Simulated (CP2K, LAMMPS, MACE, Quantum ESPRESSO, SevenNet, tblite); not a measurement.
# Bulk modulus two ways: glassy 72SiO2-6Al2O3-22SrO (mol %) (93 atoms), QE, PBE

The cell holds 93 atoms (23 Si, 4 Al, 7 Sr and 59 O). Recipe: 93 atoms (23 Si, 4 Al, 7 Sr, 59 O) placed at random at 2.81 g/cm³, melted at 4000 K for 10 ps at fixed volume with the Morse and Coulomb pair potential with partial charges (Pedone, Malavasi, Menziani, Cormack and Segre, J. Phys. Chem. B 110, 11780 (2006)). Quenched from 4000 K to 300 K at 10 K/ps and fixed volume, held 10 ps at zero pressure, then minimised at fixed cell. Then the atoms were relaxed with MACE MP-0b3 medium in the fixed cell.

Calculated with Quantum ESPRESSO 7.5: PBE; plane waves, SSSP efficiency, 60/480 Ry; k-points Γ. The cell is scaled evenly by ±3 % in volume, and MACE MP-0b3 medium relaxes the atoms at each volume before the single point.

| volume (Å³/atom) | energy less the middle row's (meV/atom) | pressure (GPa) |
| --- | --- | --- |
| 14.094 | 1.243 | 1.301 |
| 14.530 | 0.000 | -0.448 |
| 14.966 | 2.969 | -1.952 |

Task: Find the bulk modulus at the middle volume from the pressures and from the energies, and check the printed pressure against the slope of the energy (1 meV/Å³ = 0.16022 GPa).

**Working.**

The step is h = 0.4359 Å³. From pressures: B = −V dP/dV = 14.530 × (1.301 − (-1.952)) / (2 × 0.4359) = 54.2 GPa.

From energies: B = V d²E/dV² = 14.530 × (1.243 + (2.969)) / 0.4359² = 322.1 meV/Å³ = 51.6 GPa.

Slope: P = −dE/dV = −(2.969 − (1.243)) / (2 × 0.4359) = -1.98 meV/Å³ = -0.32 GPa, against -0.45 GPa printed.

The two moduli agree within 5 %.

A central difference over ±3 % overstates P by about B(1 + B′)(0.03)²/6, some 0.04 GPa for B′ = 4. The atoms follow MACE MP-0b3 medium, so this level's forces do work along the path, which enters the energies but not the printed pressures. A stress printed at a finite cutoff holds the number of plane waves fixed and tends to come out low, which is the sign found here.

Limits: three points, a static cell at zero temperature, the cell shape held.

[Hosts, paths, dates, database ids (printed as entryN), source tags and the programs' standing remarks are cut or masked in the printed files.]
